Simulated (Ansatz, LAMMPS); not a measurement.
# Structural relaxation of amorphous Si0.9Ge0.1 (94 atoms)

Aim: bring amorphous Si0.9Ge0.1 (94 atoms) to a nearby minimum of the energy and see what moves.

Main program and level: Ansatz 0.2.0; Kohn-Sham DFT, PBE, PAW (set soft_2), plane waves.

## 1. The starting structure

The cell holds 94 atoms: 85 Si and 9 Ge. Cell: a = 12.402 Å, b = 12.402 Å, c = 12.402 Å, α = 90.0°, β = 90.0°, γ = 90.0°. 94 atoms (85 Si, 9 Ge) placed at random at 2.65 g/cm³, melted at 3500 K for 10 ps at fixed volume with the Tersoff potential (Tersoff, Phys. Rev. B 39, 5566 (1989)). Quenched from 3500 K to 700 K at 3 K/ps and fixed volume, held 5 ps.

Limits known from the start: The quench rate of 3 K/ps is orders of magnitude faster than experiment, which tends to freeze in extra defects. The network of bonds at the start is that of the classical potential that made the cell. Sampling is at Γ alone, for a cell whose shortest periodic width is 12 Å.

## 2. The classical run that made the cell

A classical potential supplies the starting structure, since it reaches far longer times than DFT.

This step: classical MD, Tersoff potential (Tersoff, Phys. Rev. B 39, 5566 (1989)) (LAMMPS 22 Jul 2025 - Update 4).

The input, in.lmp:

```
# melt-quench of Si85Ge9
units metal
atom_style atomic
boundary p p p
region box block 0 12.4022 0 12.4022 0 12.4022
create_box 2 box
mass 1 28.0850   # Si
mass 2 72.6300   # Ge
create_atoms 1 random 85 50968 NULL overlap 1.96 maxtry 2000
create_atoms 2 random 9 50975 NULL overlap 1.96 maxtry 2000
pair_style tersoff
pair_coeff * * SiCGe.tersoff Si(D) Ge
neigh_modify delay 0 every 1 check yes
thermo_style custom step time temp pe press density
thermo_modify norm yes
timestep 0.001
thermo 100
min_style cg
minimize 1e-4 1e-4 200 2000
reset_timestep 0
velocity all create 3500 50969 mom yes dist gaussian
fix lim all nve/limit 0.05
fix lan all langevin 3500 3500 0.1 50970 zero yes
thermo 500
run 1000 post no
unfix lim
unfix lan
thermo 1666
fix md all nvt temp 3500 3500 0.1
run 10000 post no
unfix md
thermo 93333
fix md all nvt temp 3500 700 0.1
run 933333 post no
unfix md
thermo 2500
fix md all nvt temp 700 700 0.1
run 5000 post no
unfix md
write_dump all custom glass.dump id type xs ys zs modify sort id
```

Run with:

```sh
> lmp -in in.lmp -log none -nocite
```

Output:

```text
LAMMPS (22 Jul 2025 - Update 4)
Created orthogonal box = (0 0 0) to (12.4022 12.4022 12.4022)
Created 85 atoms
Created 9 atoms
   Step          Time           Temp          PotEng         Press         Density
         0   0              0             -2.0521904      158107.78      2.6470021
        49   0.049          0             -3.7033866      6028.115       2.6470021
Loop time of 0.0149128 s on 1 MPI rank(s) for 49 steps with 94 atoms
Minimization stats:
  Stopping criterion = energy tolerance
  Energy initial, next-to-last, final =
     -2.05219044164278  -3.70315527141069  -3.70338656976049
  Force two-norm initial, final = 93.11878 4.5296613
  Iterations, force evaluations = 49 74
   Step          Time           Temp          PotEng         Press         Density
         0   0              3500          -3.7033866      29586.122      2.6470021
       500   0.5            3266.4333     -3.5601437      14621.411      2.6470021
      1000   1              3380.0112     -3.5843559     -23042.674      2.6470021
Loop time of 0.207657 s on 1 MPI rank(s) for 1000 steps with 94 atoms
   Step          Time           Temp          PotEng         Press         Density
      1000   1              3380.0112     -3.5843559     -23042.674      2.6470021
      1666   1.666          3301.2015     -3.5495975     -9311.0905      2.6470021
      3332   3.332          3556.0614     -3.5581872     -7739.2683      2.6470021
      4998   4.998          3417.5147     -3.5204837      62486.922      2.6470021
      6664   6.664          3688.6113     -3.5768955      40936.669      2.6470021
      8330   8.33           3225.5914     -3.5444401      34114.354      2.6470021
      9996   9.996          3365.889      -3.5792002     -21975.797      2.6470021
[... 1 line left out ...]
Loop time of 2.0107 s on 1 MPI rank(s) for 10000 steps with 94 atoms
   Step          Time           Temp          PotEng         Press         Density
[... 12 lines left out ...]
Loop time of 145.033 s on 1 MPI rank(s) for 933333 steps with 94 atoms
   Step          Time           Temp          PotEng         Press         Density
    944333   944.333        661.96452     -4.1978946      15756.003      2.6470021
    945000   945            726.1267      -4.2129244      16740.815      2.6470021
    947500   947.5          700.80163     -4.2153273      26405.725      2.6470021
    949333   949.333        765.31969     -4.212863       17236.063      2.6470021
Loop time of 0.599916 s on 1 MPI rank(s) for 5000 steps with 94 atoms
```

Wall time 2.5 min (1 thread of Arm Neoverse V2, shared host); peak memory 0.07 GiB.

## 3. Single point at the start

A single point comes first, to see the forces before anything moves.

The input, input.yaml:

```yaml
crystal:
  lattice:
    - [12.4022, 0.0, 0.0]
    - [0.0, 12.4022, 0.0]
    - [0.0, 0.0, 12.4022]
  atoms:
    - { symbol: Si, position: [0.88919, 0.01096, 0.76208] }
    - { symbol: Si, position: [0.82876, 0.09606, 0.35422] }
    - { symbol: Si, position: [0.60653, 0.29404, 0.42484] }
    - { symbol: Si, position: [0.99291, 0.45449, 0.42056] }
    - { symbol: Si, position: [0.63687, 0.28869, 0.22882] }
    - { symbol: Si, position: [0.52765, 0.86607, 0.66607] }
    - { symbol: Si, position: [0.25095, 0.47479, 0.85847] }
    - { symbol: Si, position: [0.23129, 0.1082, 0.09409] }
    - { symbol: Si, position: [0.71981, 0.56068, 0.34978] }
    - { symbol: Si, position: [0.47277, 0.70447, 0.2076] }
    - { symbol: Si, position: [0.68057, 0.15433, 0.65126] }
    - { symbol: Si, position: [0.12307, 0.70957, 0.30488] }
    - { symbol: Si, position: [0.37165, 0.167, 0.21189] }
    - { symbol: Si, position: [0.92317, 0.9488, 0.4484] }
    - { symbol: Si, position: [0.95189, 0.50986, 0.81984] }
    - { symbol: Si, position: [0.76711, 0.42069, 0.24403] }
    - { symbol: Si, position: [0.18459, 0.1873, 0.7334] }
    - { symbol: Si, position: [0.42015, 0.41872, 0.77862] }
    - { symbol: Si, position: [0.38448, 0.86538, 0.15768] }
    - { symbol: Si, position: [0.09633, 0.41678, 0.74994] }
    - { symbol: Si, position: [0.93685, 0.78258, 0.33061] }
    - { symbol: Si, position: [0.36649, 0.45208, 0.12087] }
    - { symbol: Si, position: [0.86608, 0.13854, 0.0508] }
    - { symbol: Si, position: [0.3911, 0.71482, 0.91244] }
    - { symbol: Si, position: [0.82297, 0.42251, 0.70312] }
    - { symbol: Si, position: [0.13254, 0.47446, 0.5481] }
    - { symbol: Si, position: [0.46823, 0.29772, 0.13991] }
    - { symbol: Si, position: [0.88042, 0.16665, 0.86377] }
    - { symbol: Si, position: [0.14804, 0.91178, 0.65557] }
    - { symbol: Si, position: [0.60593, 0.48512, 0.48349] }
    - { symbol: Si, position: [0.08267, 0.53898, 0.09914] }
    - { symbol: Si, position: [0.21451, 0.98491, 0.93692] }
    - { symbol: Si, position: [0.29804, 0.38267, 0.5232] }
    - { symbol: Si, position: [0.97096, 0.98788, 0.10099] }
    - { symbol: Si, position: [0.24916, 0.01473, 0.76079] }
    - { symbol: Si, position: [0.13, 0.25636, 0.04655] }
    - { symbol: Si, position: [0.247, 0.75595, 0.42378] }
    - { symbol: Si, position: [0.65208, 0.71441, 0.25256] }
    - { symbol: Si, position: [0.84348, 0.87665, 0.19339] }
    - { symbol: Si, position: [0.75559, 0.76686, 0.91493] }
    - { symbol: Si, position: [0.05254, 0.88566, 0.9749] }
    - { symbol: Si, position: [0.69796, 0.9655, 0.67929] }
    - { symbol: Si, position: [0.93095, 0.47063, 0.00697] }
    - { symbol: Si, position: [0.70465, 0.56679, 0.64215] }
    - { symbol: Si, position: [0.76163, 0.72933, 0.09925] }
    - { symbol: Si, position: [0.51967, 0.86165, 0.47894] }
    - { symbol: Si, position: [0.68116, 0.00319, 0.26005] }
    - { symbol: Si, position: [0.87839, 0.62596, 0.41808] }
    - { symbol: Si, position: [0.6204, 0.52212, 0.96938] }
    - { symbol: Si, position: [0.08444, 0.22647, 0.38246] }
    - { symbol: Si, position: [0.91195, 0.33578, 0.56797] }
    - { symbol: Si, position: [0.95813, 0.6893, 0.75217] }
    - { symbol: Si, position: [0.65248, 0.63478, 0.82306] }
    - { symbol: Si, position: [0.21944, 0.65904, 0.8677] }
    - { symbol: Si, position: [0.42928, 0.00704, 0.73754] }
    - { symbol: Si, position: [0.74116, 0.27642, 0.77862] }
    - { symbol: Si, position: [0.45032, 0.20524, 0.4819] }
    - { symbol: Si, position: [0.40812, 0.57065, 0.65504] }
    - { symbol: Si, position: [0.75697, 0.21695, 0.48891] }
    - { symbol: Si, position: [0.68172, 0.92721, 0.86384] }
    - { symbol: Si, position: [0.85035, 0.68962, 0.59362] }
    - { symbol: Si, position: [0.20481, 0.81362, 0.17526] }
    - { symbol: Si, position: [0.45549, 0.60007, 0.04344] }
    - { symbol: Si, position: [0.76488, 0.54505, 0.08513] }
    - { symbol: Si, position: [0.54265, 0.20099, 0.98306] }
    - { symbol: Si, position: [0.11728, 0.70769, 0.0265] }
    - { symbol: Si, position: [0.59149, 0.35095, 0.86957] }
    - { symbol: Si, position: [0.15444, 0.72993, 0.70847] }
    - { symbol: Si, position: [0.91708, 0.85282, 0.85324] }
    - { symbol: Si, position: [0.52425, 0.00915, 0.91451] }
    - { symbol: Si, position: [0.30766, 0.45472, 0.29474] }
    - { symbol: Si, position: [0.98685, 0.99965, 0.61095] }
    - { symbol: Si, position: [0.23401, 0.94866, 0.49215] }
    - { symbol: Si, position: [0.37509, 0.8984, 0.98867] }
    - { symbol: Si, position: [0.47049, 0.00465, 0.25085] }
    - { symbol: Si, position: [0.23946, 0.63235, 0.57782] }
    - { symbol: Si, position: [0.49752, 0.70755, 0.75819] }
    - { symbol: Si, position: [0.42176, 0.52784, 0.45154] }
    [... 10 atom lines left out ...]
    - { symbol: Ge, position: [0.05913, 0.25135, 0.86092] }
    - { symbol: Ge, position: [0.4132, 0.01507, 0.447] }
    - { symbol: Ge, position: [0.95438, 0.2979, 0.11715] }
    - { symbol: Ge, position: [0.68941, 0.14838, 0.11211] }
    - { symbol: Ge, position: [0.08331, 0.03279, 0.37805] }
    - { symbol: Ge, position: [0.43129, 0.71269, 0.39588] }
kpoints:
  mp_grid: { grid: [1, 1, 1] }
hamiltonian:
  xc: pbe
scf:
  occupations: { method: gaussian, width: 0.025 }
output:
  forces: true
  stress: true
  populations: true
  dos:
    method: { smearing: { sigma: 0.08 } }
    de: 0.1
    projected: { site_lists: { Ge: [Ge], Si: [Si] } }
  eigenvalues: true
```

Run with:

```sh
> ansatz run input.yaml --threads 4 --pin off --max-ram 8192MiB --backend cpu --events-out ev --progress --plain --runs-dir out
```

Output:

```text
Engine: ansatz 0.2.0, aarch64-unknown-linux-gnu
Pseudopotentials: kind: paw
Pseudopotential: Si, paw, valence charge 4, recommended cutoff 420 eV (normal), Si.paw.azcp
Pseudopotential: Ge, paw, valence charge 14, recommended cutoff 420 eV (normal), Ge.paw.azcp
[... 5 lines on functional and potentials left out ...]
Crystal: 94 atoms, lattice volume = 1907.639 Å³
Basis set: ecut = 420 eV, 37385 PW (Γ), exchange–correlation on 180×180×180 points (8 copies of the dense FFT grid, shifted against one another)
Bands: 327, of which v1, the nominal top of the filled ones, is band 233 counted from 1 (232 counted from 0)
Symmetry: 1 space group operations
Space group: P1 (ITA 1), of the structure as read, at distance tolerance 1.2e-4 Å
k-points: 1
[... 5 lines on functional and potentials left out ...]
Initial density: superposition of atomic densities (neutral atoms: chi_scale 0, normalization atom), corrected by the library's trained network
Initial wavefunctions: pseudopotential atomic-orbital guess
Functional: x = pbe(κ = 0.804, μ = 0.219515), c = pbe(β = 0.066725)
SCF iter   1: F=—  HF=-92671.522486 eV  |F-HF|=—  |Δ(HF+E_count)|=         —  Δρ=4.11e-3  dr2=1.17e0  ethr=1.77e-3  ⟨swp⟩=6.0  Hψ=1435  notcnv=0  defer=41
preconditioner: auto → Resta (q_TF=auto, 2.157 Å⁻¹)  ε∞=5.7  [insulator: Δε(μ)=0.155 eV  Ē_g=7.631 eV  σ=0.025 eV  W_gap=1.00  n_scr=340 (ndim 8)  ℏωp=16.5 eV  f_vac=0.003  D(μ)=0.01/eV (n_scr^D=0)  ε∞_Penn≈5.7]
SCF iter   2: F=—  HF=-92671.377590 eV  |F-HF|=—  |Δ(HF+E_count)|=   1.45e-1  Δρ=2.15e-3  dr2=2.09e-1  ethr=2.52e-4  ⟨swp⟩=2.0  Hψ=378  notcnv=0  defer=72
SCF iter   3: F=—  HF=-92671.348127 eV  |F-HF|=—  |Δ(HF+E_count)|=   2.95e-2  Δρ=5.49e-4  dr2=1.03e-2  ethr=4.49e-5  ⟨swp⟩=2.0  Hψ=355  notcnv=0  defer=85
SCF iter   4: F=—  HF=-92671.348987 eV  |F-HF|=—  |Δ(HF+E_count)|=   8.59e-4  Δρ=2.48e-4  dr2=2.95e-3  ethr=2.21e-6  ⟨swp⟩=2.0  Hψ=470  notcnv=0  defer=85
SCF iter   5: F=—  HF=-92671.349207 eV  |F-HF|=—  |Δ(HF+E_count)|=   2.20e-4  Δρ=9.47e-5  dr2=4.81e-4  ethr=6.32e-7  ⟨swp⟩=2.0  Hψ=470  notcnv=0  defer=85
SCF iter   6: F=—  HF=-92671.349432 eV  |F-HF|=—  |Δ(HF+E_count)|=   2.25e-4  Δρ=4.44e-5  dr2=1.32e-4  ethr=1.03e-7  ⟨swp⟩=2.0  Hψ=347  notcnv=0  defer=85
SCF iter   7: F=—  HF=-92671.349484 eV  |F-HF|=—  |Δ(HF+E_count)|=   5.27e-5  Δρ=1.83e-5  dr2=1.55e-5  ethr=2.83e-8  ⟨swp⟩=2.0  Hψ=470  notcnv=0  defer=85
SCF iter   8: F=—  HF=-92671.350350 eV  |F-HF|=—  |Δ(HF+E_count)|=   8.66e-4  Δρ=6.80e-6  dr2=2.31e-6  ethr=3.32e-9  ⟨swp⟩=2.0  Hψ=555  notcnv=0  defer=85
SCF iter   9: F=—  HF=-92671.350353 eV  |F-HF|=—  |Δ(HF+E_count)|=   2.39e-6  Δρ=2.23e-6  dr2=2.96e-7  ethr=4.95e-10  ⟨swp⟩=2.0  Hψ=470  notcnv=0  defer=85
SCF iter  10: F=-92671.350353 eV  HF=-92671.350353 eV  |F-HF|=2.58e-8  |Δ(HF+E_count)|=   3.24e-7  Δρ=7.56e-7  dr2=2.78e-8  ethr=2.15e-11  ⟨swp⟩=14.0  Hψ=1938  notcnv=0
SCF 1 converged in 10 iterations: F = -92671.350353 eV  dr2 = 2.78e-8
  greatest PAW one-centre occupation: 0.998 electrons in one spin orbital (limit 2), on the Ge atom at site 92 (counted from 0), in its partial waves of l = 2
SCF converged after 10 iterations
Free energy (F): -92671.350353 eV
Harris-Foulkes:  -92671.350353 eV  (|F-HF|=2.58e-8)
Internal energy: -92671.349585 eV  (E = F + TS)
E sigma→0 (E₀):  -92671.349969 eV
Entropy (-TS):   -0.000768 eV (-0.008 meV/atom)
Fermi energy:    6.568423 eV
--- Per-component energies (eV) ---
  E_band       = -1077.065690
  E_kinetic    = 4412.116071
  E_local      = -33408.882344  (includes V_loc(G=0)·N_el)
  E_nonlocal   = 5968.764740
  E_hartree    = 14753.950599
  E_xc         = -5365.261042
  E_vxc        = -4546.076885  (∫ρ·V_xc dr)
  E_paw        = -61750.913222  (= ΣΔE_a)
  E_vpaw       = -3010.888569  (= ΣTr[D̂ρ^β])
  E_aug_tail   = 0.003217  (compensation charges beyond the density's cutoff)
  E_ewald      = -17281.127605
  E_smearing   = -0.000768  (= −TS)
  E_closure    = -0.000000  (closes the sum)
  Σ components = -92671.350353   (vs F -92671.350353, Δ=0.00e0)
--- Forces (eV/Å), atoms counted from 1 ---
  atom   1  Si    -1.18755260    -0.24876884    -0.10082438
  atom   2  Si    -0.61315261     0.52416516     0.19334287
  atom   3  Si    -0.48352502     0.76138852    -0.88358267
  atom   4  Si    -0.62842496     0.64519602     0.14875153
  atom   5  Si    -0.56017523     0.64565814     0.84260824
  atom   6  Si    -0.11001744     0.36998843     0.19701490
  atom   7  Si    -0.06458281    -0.13703253    -1.29545073
  atom   8  Si     0.62554769     0.54311933    -1.02550071
  atom   9  Si    -1.00368098     0.55026177     0.52791100
  atom  10  Si    -0.09343657     0.39719061    -0.74207296
  atom  11  Si    -0.19879714    -0.30118217    -0.13930136
  atom  12  Si    -1.38566571    -0.16671730    -0.07179802
  atom  13  Si    -0.59812562    -1.15041840     0.55182299
  atom  14  Si    -0.24535480    -0.48873467    -1.38867572
[...]
atom  93  Ge     1.45807986    -0.35255280    -0.10842383
  atom  94  Ge    -0.78873727    -0.45735079    -0.18141986
  max |Σ_I F_I| component: 2.09e-5 eV/Å
--- Stress (GPa, compression-positive) ---
        2.154216       0.172257      -1.706596
        0.172257      -0.034893       0.450995
       -1.706596       0.450995       2.683435
  P = ⅓ Tr σ = 1.6009 GPa (16.009 kbar)
--- Band table (eV) ---
  k-point 0: bands = ["-17.9894", "-17.9534", "-17.9286", "-17.9137", [... 311 levels ...], "10.3991", "10.4340", "10.4528", "10.4834", "10.5400", "10.5797", "10.5981", "10.6104", "10.6473", "10.6727", "10.7250", "10.7438"]
--- Löwdin populations: 94 sites ---
  site symbol       q [e]
     0     Si      3.9598
     1     Si      3.9715
     2     Si      3.9471
[...]
93     Ge     14.0273
  spilling = 0.009045 (of n_electrons = 466.000000)
```

The job ended after 25 s (4 threads of Arm Neoverse V2, shared host; peak memory 2.2 GiB; 96 s of CPU time).

In the SCF lines HF is the Harris–Foulkes energy and dr2 the Hartree energy of the density residual, in eV; the loop may stop once dr2 is under the threshold and the program's other checks hold. Hψ counts applications of the Hamiltonian.

The run gave:

* free energy: -92671.3504 eV
* free energy per atom: -985.8654 eV/atom
* SCF cycles: 10
* pressure: 1.601 GPa
* r.m.s. force component: 0.6712 eV/Å
* longest force: 3.012 eV/Å
* Fermi energy: 6.568 eV
* gap (highest filled to lowest empty level): 0.0949 eV
* spilling of the projection: 0.009045

The r.m.s. force component of 0.67 eV/Å and the pressure of 1.6 GPa set the starting point.

Neighbours are counted within 2.83 Å (Si-Si), 2.93 Å (Si-Ge), 2.83 Å (Ge-Ge).

Length of the force by element and coordination:

```
element  coordination  atoms  mean length of the force (eV/Å)  spread  least   most
     Ge           all      9                             1.00   0.476  0.165   1.70
     Si           all     85                             1.05   0.508  0.223   3.01
     Si             3      1                            0.539       0  0.539  0.539
     Si             4     77                             1.07   0.516  0.223   3.01
     Si             5      7                            0.877   0.355  0.278   1.49
```

[end of part 1 of 3]

[Long decimals in the printed logs are rounded to 6 places.]

[Logs are printed without paths, hosts, clocks, repeated set-up lines and the standing remarks that a program may print on its own settings, such as how far it seeks lower states.]

[Hosts, paths, dates, database ids (printed as entryN), source tags and the programs' standing remarks are cut or masked in the printed files.]

[A walk said to have stopped at its limit may instead have ended on an SCF cycle that didn't converge.]
